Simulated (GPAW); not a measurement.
A computed O K-edge spectrum of one site in a crystal of Hf and O, with its zero at a photon energy of about 531.0 eV (raw 540.0 eV, less 8.9 eV of added terms; uncertain by a few eV). Method: GPAW, PBE, full core hole (charged cell) in a small cell, dipole transitions, broadening that rises with energy, without spin-orbit coupling.

Energy from the lowest empty level; intensity scaled to a mean of 1 over the first 20 eV:

```tsv
E (eV)	intensity
-2.0	0.00
-1.0	0.00
0.0	0.33
1.0	1.18
2.0	1.28
3.0	0.92
4.0	1.46
5.0	2.29
6.0	1.51
7.0	0.82
8.0	0.83
9.0	1.07
10.0	1.01
11.0	1.02
12.0	0.92
13.0	0.74
14.0	0.74
15.0	0.76
16.0	0.73
17.0	0.71
18.0	0.69
19.0	0.65
20.0	0.60
21.0	0.58
22.0	0.58
23.0	0.59
24.0	0.61
25.0	0.63
26.0	0.66
27.0	0.71
28.0	0.77
29.0	0.83
30.0	0.88
31.0	0.91
32.0	0.91
```

**Question.** What surroundings does the absorber have?

A K edge sees empty p states; the first features are O p mixed into the empty d states of the Hf neighbours, and the broad ones above probably into the cations' higher empty bands. It is atom 5 of HfO2 (P2_1/c), with 1 Hf at 2.03 Å, 1 Hf at 2.07 Å and 1 Hf at 2.12 Å (distorted trigonal planar, site symmetry 1). Its main maxima below 24 eV lie at 1.6 eV (1.41), 4.9 eV (2.30) and 9.2 eV (1.08). A near-edge spectrum doesn't fix the structure by itself; it is matched against candidates. The crystal has 2 inequivalent O sites and not all are shown here, while a measurement adds them all. The holes are only 5.1 Å apart, so the shape is probably not converged with cell size; no larger cell was run here. The mesh is coarse (0.31 Å⁻¹ between points), so small maxima may be mesh ripples. The structure is a published determination, not relaxed.

[Banner, clock and machine lines of the logs are left out without a mark of their own.]

[Logs are printed without paths, hosts, clocks, repeated set-up lines and the standing remarks that a program may print on its own settings, such as how far it seeks lower states.]

[Hosts, paths, dates, database ids (printed as entryN), source tags and the programs' standing remarks are cut or masked in the printed files.]

[Lists of maxima count a maximum above −3 eV only where it reaches 4 % of the highest in the window and stands out from its surroundings by 2 % of it (1.5 % where it reaches 55 %); shoulders and weaker maxima are passed over, and of the rest the first, up to two pre-edge ones and the few strongest are named.]
